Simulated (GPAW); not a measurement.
# Dielectric function and optical constants of PbF2 (Fluorocronite)

Wanted: where PbF2 (Fluorocronite) starts to absorb, how strongly, and its refractive index. The cell comes from an older database entry, whose edges can differ from later determinations, mostly by under a per cent.

Main program and level: GPAW 26.7.0; DFT, LDA, plane-wave PAW (GPAW data sets), scalar-relativistic, RPA, optical limit.

The database entry behind the starting cell differs from later determinations by our own check (0.1 to 0.3 % short, probably kX units), so it need not match the best structure at ambient conditions.

## Step 1: The structure

The structure is cubic, space group Fm-3m (No. 225). The conventional cell has a = 5.927 Å, b = 5.927 Å, c = 5.927 Å, α = 90.00°, β = 90.00°, γ = 90.00°. Pb has 8 F at 2.57 Å nearest. F has 4 Pb at 2.57 Å nearest. Farther neighbours and most contacts between anions are not listed.

## Step 2: Ground state

First the ground state: is it a metal or has it a gap?

This step: DFT, LDA, plane-wave PAW (GPAW data sets), scalar-relativistic, ground state (GPAW 26.7.0).

Contents of gs.py:

```python
from ase import Atoms
from ase.dft.bandgap import bandgap
from gpaw import GPAW, PW, FermiDirac

atoms = Atoms(['Pb', 'F', 'F'],
              cell=[[0.000000000000, 2.963660000000, 2.963660000000],
                    [2.963660000000, 0.000000000000, 2.963660000000],
                    [2.963660000000, 2.963660000000, 0.000000000000]],
              scaled_positions=[[0.000000000000, 0.000000000000, 0.000000000000],
                                [0.750000000000, 0.750000000000, 0.750000000000],
                                [0.250000000000, 0.250000000000, 0.250000000000]],
              pbc=[True, True, True])
atoms.calc = GPAW(mode=PW(450), xc='LDA', kpts={'size': (7, 7, 7), 'gamma': True},
                  occupations=FermiDirac(0.05), maxiter=150, txt='gs.txt')
print('energy (eV)', atoms.get_potential_energy())
print('Fermi level (eV)', atoms.calc.get_fermi_level())
print('valence electrons', atoms.calc.get_number_of_electrons())
print('gap (eV)', bandgap(atoms.calc, output=None)[0])
print('direct gap (eV)', bandgap(atoms.calc, direct=True, output=None)[0])
atoms.calc.write('gs.gpw')
```

The run is started by

```bash
> OMP_NUM_THREADS=1 python gs.py
```

Numbers of over 12 decimals in the logs are rounded to 6 here.

What it wrote:

```text
__  _  _
 | _ |_)|_||  |
 |__||  | ||/\| - 26.7.0

Versions:
  Python: 3.12.14
  ASE:    3.29.0
  Numpy:  2.5.5
  Scipy:  1.18.1
  Libxc:  7.0.0

Input parameters:
  mode=PW(ecut=450.000000),
  kpts=MonkhorstPack(size=(7, 7, 7), gamma=True),
  maxiter=150,
  occupations=Occupations(name='fermi-dirac', width=0.05, fixmagmom=False),
  xc=XC(name='LDA')

Diagonalizing LCAO Hamiltonian
Converting LCAO to pw mode

                     F

            F

       Pb

Atoms  # Å, Bohr magnetons
|   | symbol |        x |        y |        z |    initial magnetic moments |
| 0 |     Pb | 0.000000 | 0.000000 | 0.000000 | ( 0.0000,  0.0000,  0.0000) |
| 1 |      F | 4.445490 | 4.445490 | 4.445490 | ( 0.0000,  0.0000,  0.0000) |
| 2 |      F | 1.481830 | 1.481830 | 1.481830 | ( 0.0000,  0.0000,  0.0000) |

Unit cell  # Å
| periodic |        x |        y |        z |  lengths |    angles |
|      yes | 0.000000 | 2.963660 | 2.963660 | 4.191248 | 60.000000 |
|      yes | 2.963660 | 0.000000 | 2.963660 | 4.191248 | 60.000000 |
|      yes | 2.963660 | 2.963660 | 0.000000 | 4.191248 | 60.000000 |

Number of symmetries: 48
Symmetry operations  # r_c * U_cc + t_c -> r_c
|    | kind |            matrix            |
|  0 |  σ   |  1, 0, 0,  1, 0,-1,  1,-1, 0 |
|  1 |  C2  |  1, 0, 0,  1,-1, 0,  1, 0,-1 |
|  2 |  E   |  1, 0, 0,  0, 1, 0,  0, 0, 1 |
|  3 |  σ   |  1, 0, 0,  0, 0, 1,  0, 1, 0 |
|  4 |  C4  |  1, 0,-1,  1, 0, 0,  1,-1, 0 |
|  5 |  S6  |  1, 0,-1,  1,-1, 0,  1, 0, 0 |
|  6 |  σ   |  1, 0,-1,  0, 1,-1,  0, 0,-1 |
|  7 |  C3  |  1, 0,-1,  0, 0,-1,  0, 1,-1 |
|  8 |  S6  |  1,-1, 0,  1, 0, 0,  1, 0,-1 |
|  9 |  C4  |  1,-1, 0,  1, 0,-1,  1, 0, 0 |
| 10 |  C3  |  1,-1, 0,  0,-1, 1,  0,-1, 0 |
| 11 |  σ   |  1,-1, 0,  0,-1, 0,  0,-1, 1 |
| 12 |  σ   |  0, 1, 0,  1, 0, 0,  0, 0, 1 |
| 13 |  C4  |  0, 1, 0,  0, 1,-1, -1, 1, 0 |
| 14 |  C3  |  0, 1, 0,  0, 0, 1,  1, 0, 0 |
| 15 |  S6  |  0, 1, 0, -1, 1, 0,  0, 1,-1 |
| 16 |  C2  |  0, 1,-1,  1, 0,-1,  0, 0,-1 |
| 17 |  σ   |  0, 1,-1,  0, 1, 0, -1, 1, 0 |
| 18 |  S4  |  0, 1,-1,  0, 0,-1,  1, 0,-1 |
| 19 |  C4  |  0, 1,-1, -1, 1, 0,  0, 1, 0 |
| 20 |  C3  |  0, 0, 1,  1, 0, 0,  0, 1, 0 |
| 21 |  σ   |  0, 0, 1,  0, 1, 0,  1, 0, 0 |
| 22 |  S6  |  0, 0, 1,  0,-1, 1, -1, 0, 1 |
| 23 |  C4  |  0, 0, 1, -1, 0, 1,  0,-1, 1 |
| 24 |  S4  |  0, 0,-1,  1, 0,-1,  0, 1,-1 |
| 25 |  C3  |  0, 0,-1,  0, 1,-1,  1, 0,-1 |
| 26 |  C2  |  0, 0,-1,  0,-1, 0, -1, 0, 0 |
| 27 |  S6  |  0, 0,-1, -1, 0, 0,  0,-1, 0 |
| 28 |  S4  |  0,-1, 1,  1,-1, 0,  0,-1, 0 |
| 29 |  C4  |  0,-1, 1,  0, 0, 1, -1, 0, 1 |
| 30 |  C2  |  0,-1, 1,  0,-1, 0,  1,-1, 0 |
| 31 |  σ   |  0,-1, 1, -1, 0, 1,  0, 0, 1 |
| 32 |  C3  |  0,-1, 0,  1,-1, 0,  0,-1, 1 |
| 33 |  S6  |  0,-1, 0,  0, 0,-1, -1, 0, 0 |
| 34 |  S4  |  0,-1, 0,  0,-1, 1,  1,-1, 0 |
| 35 |  C2  |  0,-1, 0, -1, 0, 0,  0, 0,-1 |
| 36 |  C2  | -1, 1, 0,  0, 1, 0,  0, 1,-1 |
| 37 |  S6  | -1, 1, 0,  0, 1,-1,  0, 1, 0 |
| 38 |  S4  | -1, 1, 0, -1, 0, 1, -1, 0, 0 |
| 39 |  C3  | -1, 1, 0, -1, 0, 0, -1, 0, 1 |
| 40 |  S6  | -1, 0, 1,  0, 0, 1,  0,-1, 1 |
| 41 |  C2  | -1, 0, 1,  0,-1, 1,  0, 0, 1 |
| 42 |  C3  | -1, 0, 1, -1, 1, 0, -1, 0, 0 |
| 43 |  S4  | -1, 0, 1, -1, 0, 0, -1, 1, 0 |
| 44 |  C2  | -1, 0, 0,  0, 0,-1,  0,-1, 0 |
| 45 |  i   | -1, 0, 0,  0,-1, 0,  0, 0,-1 |
| 46 |  σ   | -1, 0, 0, -1, 1, 0, -1, 0, 1 |
| 47 |  C2  | -1, 0, 0, -1, 0, 1, -1, 1, 0 |

BZ-sampling:
  Number of BZ points: 343
  Number of IBZ points: 20

  Monkhorst-Pack size: [7, 7, 7]
  Monkhorst-Pack shift: [0, 0, 0]

K-points  # in reciprocal-cell coordinates
|     |                                coordinates |     weight |
|   0 | (  0.00000000,   0.00000000,   0.00000000) | 0.00291545 |
|   1 | (  0.14285714,   0.14285714,   0.00000000) | 0.01749271 |
|   2 | (  0.14285714,   0.14285714,   0.14285714) | 0.02332362 |
|   3 | (  0.28571429,   0.14285714,   0.14285714) | 0.03498542 |
|   4 | (  0.28571429,   0.28571429,   0.00000000) | 0.01749271 |
|   5 | (  0.28571429,   0.28571429,   0.14285714) | 0.06997085 |
|   6 | (  0.28571429,   0.28571429,   0.28571429) | 0.02332362 |
|   7 | (  0.42857143,  -0.28571429,  -0.28571429) | 0.03498542 |
|   8 | (  0.42857143,   0.28571429,  -0.42857143) | 0.13994169 |
|   9 | (  0.42857143,   0.28571429,  -0.28571429) | 0.06997085 |
| ... |                                            |            |
|  19 | (  0.42857143,   0.42857143,   0.42857143) | 0.02332362 |

Plane wave coefficients: 1143
Cutoff: 450.000000 eV

Spin-components: 1 (collinear spins)
Bands:           17
Projectors:      16
Spin-degeneracy: 2
Datatype:        complex128

Parallelization:
  kpt:    1
  domain: 1
  band:   1

Density:
  Valence electrons: 28.0
  Components: 1
  Grid points: [21 21 21]
  Charge: 0.0  # |e|

Potential:
  Grid points: [21 21 21]

species:
  Pb:
    name:    Lead
    id:
    Z:       82.0
    valence: 14
    core:    68
    charge:  0.0  # [|e|]
    compensation charges:
      type: gauss
      rc: 0.38  # [Å]
      lmax: 2
    cutoffs:
      filter: 2.36  # [Å]
      core: 2.43  # [Å]
    projectors
    | kind |    occ | energy [eV] | rcut [Å] |
    |   6s |  2.000 |     -12.249 |    1.259 |
    |   6p |  2.000 |      -3.713 |    1.275 |
    |   5d | 10.000 |     -21.326 |    1.217 |
    |    s |        |      14.962 |    1.259 |
    |    p |        |      23.498 |    1.275 |
    |    d |        |       5.885 |    1.217 |

    Using partial waves for Pb as LCAO basis

  F:
    name:    Fluorine
    id:
    Z:       9.0
    valence: 7
    core:    2
    charge:  0.0  # [|e|]
    compensation charges:
      type: gauss
      rc: 0.20  # [Å]
      lmax: 2
    cutoffs:
      filter: 1.14  # [Å]
      core: 0.74  # [Å]
    projectors
    | kind |    occ | energy [eV] | rcut [Å] |
    |   2s |  2.000 |     -29.647 |    0.635 |
    |   2p |  5.000 |     -11.293 |    0.635 |
    |    s |        |      -2.435 |    0.635 |
    |    p |        |      15.918 |    0.635 |
    |    d |        |       0.000 |    0.635 |

    Using partial waves for F as LCAO basis

Reference energy: -572368.851215  # eV

eigensolver:
  PPCG
  Converge bands: occupied
  niter=2

density mixing:
  MSR1-Mixer
  Pratt-step length: 0.05
  Maximum mixing coefficient: 0.75
  Old densities: 10
  SVD Regularization: 0.005
  Good broyden scale: 1.0
  Trust region scale: 1.0
  Backstep threshold: 4.0
  History deletion threshold: 6.0
  Fourier metric: weight=20.0, sigma=0.015

occupation numbers:
  Fermi-Dirac:
    width: 0.0500  # eV

poisson solver:
  ecut: 3600.000000  # eV

xc functional:
  name: None

convergence criteria:
- Maximum [total energy] change in last 3 cyles: 0.0005 eV / valence electron
- Maximum integral of absolute [dens]ity change: 0.0001 electrons / valence electron
- Maximum integral of absolute [eigenst]ate change: 4e-08 eV^2 / valence electron
maximum number of iterations: 150

SCF iterations
|iter     |      energy | eigst |  dens |
|iter:   1||  -16.814875 | -0.04 |       |
|iter:   2||  -16.427699 | -1.46 | -1.11 |
|iter:   3||  -15.362685 | -0.55 | -1.15 |
|iter:   4||  -15.324440 | -2.55 | -1.56 |
|iter:   5||  -15.313264 | -3.67 | -1.82 |
|iter:   6||  -15.313319c| -4.69 | -2.85 |
|iter:   7||  -15.313333c| -6.43 | -3.23 |
|iter:   8||  -15.313333c| -7.52c| -4.52c|

Converged in 8 steps
SCF loop duration: 8.014 s (1.002 s/step)
Energy contributions relative to reference atoms: (reference = -572368.851215)

Energy contributions:
  Kinetic:          15.754142
  Coulomb:         -16.726820
  Zero:              0.331209
  External:          0.000000
  Xc:              -14.671863
  Entropy:          -0.000000
  Spinorbit:         0.000000
  ----------------------------
  Free energy:     -15.313333
  Extrapolated:    -15.313333

dipole moment: (-25.136186, -25.136186, -25.136186)  # |e|*Ang

Fermi level: 3.805
Eigenvalues  # (at kpt = [0.000, 0.000, 0.000])
| band index |      eig [eV] | occ [0-2] |
|          0 |       -18.711 |     2.000 |
|        ... |               |           |
|          6 |       -12.131 |     2.000 |
|          7 |        -2.606 |     2.000 |
|          8 |        -0.412 |     2.000 |
|          9 |        -0.411 |     2.000 |
|         10 |        -0.411 |     2.000 |
|         11 |         0.067 |     2.000 |
|         12 |         0.067 |     2.000 |
|         13 |         0.067 |     2.000 |
|         14 |         8.621 |     0.000 |
|         15 |         8.621 |     0.000 |
|         16 |         8.621 |     0.000 |

Gap: 4.229 eV
Transition (v -> c):
  (s=0, k=9, n=13, [0.43, 0.29, -0.29]) -> (s=0, k=16, n=14, [0.43, 0.43, 0.00])
Direct/indirect transitions are different
Direct gap: 4.461 eV
Transition at: (s=0, k=16, n=13, [0.43, 0.43, 0.00])

--- standard output ---
energy (eV) -15.313333
Fermi level (eV) 3.805391
valence electrons 28.0
gap (eV) 4.229299
direct gap (eV) 4.460899
```

Elapsed: 9.9 s, on 1 thread of Arm Neoverse V1, shared host; peak memory 0.14 GiB.

Numbers from this step:

* energy: -15.31 eV
* Fermi energy: 3.805 eV
* gap on the k-mesh: 4.229 eV
* direct gap on the mesh: 4.461 eV
* electrons: 28

There is a gap, 4.23 eV on this mesh (points off the mesh can give less), so no carriers' term is needed.

## Step 3: Bands for the response

The response needs many more empty bands than the density does.

This step: DFT, LDA, plane-wave PAW (GPAW data sets), scalar-relativistic, bands at fixed density (GPAW 26.7.0).

Contents of nscf.py:

```python
from ase.dft.bandgap import bandgap
from gpaw import GPAW, FermiDirac

calc = GPAW('gs.gpw').fixed_density(kpts={'size': (16, 16, 16), 'gamma': True}, nbands=47, convergence={'bands': 41},
                                    occupations=FermiDirac(0.001), txt='nscf.txt')
print('gap (eV)', bandgap(calc, output=None)[0])
print('direct gap (eV)', bandgap(calc, direct=True, output=None)[0])
print('top band over the Fermi level (eV)', min(calc.get_eigenvalues(kpt=k)[40] for k in range(len(calc.get_ibz_k_points()))) - calc.get_fermi_level())
calc.write('full.gpw', mode='all')
```

The run is started by

```bash
> OMP_NUM_THREADS=1 python nscf.py
```

What it wrote:

```text
Diagonalizing LCAO Hamiltonian
Converting LCAO to pw mode
convergence criteria:
- Maximum integral of absolute [eigenst]ate change: 4e-08 eV^2 / valence electron
maximum number of iterations: 150

SCF iterations
|iter     |      energy | eigst |  dens |
|iter:   1||             | +3.44 |       |
|iter:   2||             | +2.13 |       |
|iter:   3||             | +1.24 |       |
|iter:   4||             | +0.22 |       |
|iter:   5||             | -0.65 |       |
|iter:   6||             | -1.51 |       |
|iter:   7||             | -2.25 |       |
|iter:   8||             | -2.98 |       |
|iter:   9||             | -3.61 |       |
|iter:  10||             | -4.20 |       |
|iter:  11||             | -4.71 |       |
|iter:  12||             | -5.17 |       |
|iter:  13||             | -5.58 |       |
|iter:  14||             | -6.01 |       |
|iter:  15||             | -6.46 |       |
|iter:  16||             | -6.88 |       |
|iter:  17||             | -7.34 |       |
|iter:  18||             | -7.75c|       |
SCF steps: 18
  __  _  _
 | _ |_)|_||  |
 |__||  | ||/\| - 26.7.0

Versions:
  Python: 3.12.14
  ASE:    3.29.0
  Numpy:  2.5.5
  Scipy:  1.18.1
  Libxc:  7.0.0

Input parameters:
  mode=PW(ecut=450.000000),
  convergence={'bands': 41},
  gpts=array([21, 21, 21]),
  kpts=MonkhorstPack(size=(16, 16, 16), gamma=True),
  maxiter=150,
  nbands=47,
  occupations=Occupations(name='fermi-dirac', width=0.001, fixmagmom=False),
  parallel={},
  xc=XC(name='LDA')

--- standard output ---
gap (eV) 4.186977
direct gap (eV) 4.357186
top band over the Fermi level (eV) 32.163537
```

Run time: 4.6 min. Hardware: 1 thread; peak memory 0.3 GiB.

Numbers from this step:

- gap on the k-mesh: 4.187 eV
- direct gap on the mesh: 4.357 eV

(Continued in part 2 of 2.)

[Machine, clock and banner lines and Python warnings are left out of the logs.]

[Logs are printed without paths, hosts, clocks, repeated set-up lines and the standing remarks that a program may print on its own settings, such as how far it seeks lower states.]

[Hosts, paths, dates, database ids (printed as entryN), source tags and the programs' standing remarks are cut or masked in the printed files.]
